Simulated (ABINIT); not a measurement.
Planning a run of ABINIT 10.8.3 on BN (Qingsongite). The input:

```
acell 3*1.0 Angstrom
rprim 
  -0.000000000000 1.807500000000 1.807500000000
  1.807500000000 0.000000000000 1.807500000000
  1.807500000000 1.807500000000 -0.000000000000
ntypat 2
znucl 5 7
natom 2
typat 1 2
xred 
  0.000000000000 0.000000000000 0.000000000000
  0.250000000000 0.250000000000 0.250000000000
pp_dirpath "pseudos"
pseudos "B.upf, N.upf"
ecut 36
ngkpt 12 12 12
nshiftk 1
shiftk 0 0 0
kptopt 1
chksymbreak 0
irdden 1
istwfk *1
nband 71
prtvol 0
optdriver 6
gwr_task "HDIAGO"
paral_kgb 0
occopt 1
indata_prefix "in"
outdata_prefix "out"
tmpdata_prefix "tmp"
```

```sh
OMP_NUM_THREADS=1 mpirun -n 4 abinit run.abi > log
```

Q: Estimate wall time and host memory on 4 MPI ranks of Arm Neoverse V1, shared host.

It took 17 s; on shared hardware allow 8.4 s to 33 s. Peak host memory was 0.39 GiB.

[Paths, hosts, dates, memory and timing lines, banners, echoed tables and standing remarks are left out of the program output.]

[Logs are printed without paths, hosts, clocks, repeated set-up lines and the standing remarks that a program may print on its own settings, such as how far it seeks lower states.]

[Runs of the session that timed out or met a known fault of the program may be left out.]

[Hosts, paths, dates, database ids (printed as entryN), source tags and the programs' standing remarks are cut or masked in the printed files.]

[G0W0 gaps are taken among the corrected bands and points alone; a level outside them can change the order at an edge.]

[Where Ansatz stands beside ABINIT at settings called matched, ABINIT's density can come from a denser mesh and the files from another edition; pairs whose starting gaps differed by over 0.03 eV were left out, so agreement reads better than it is.]
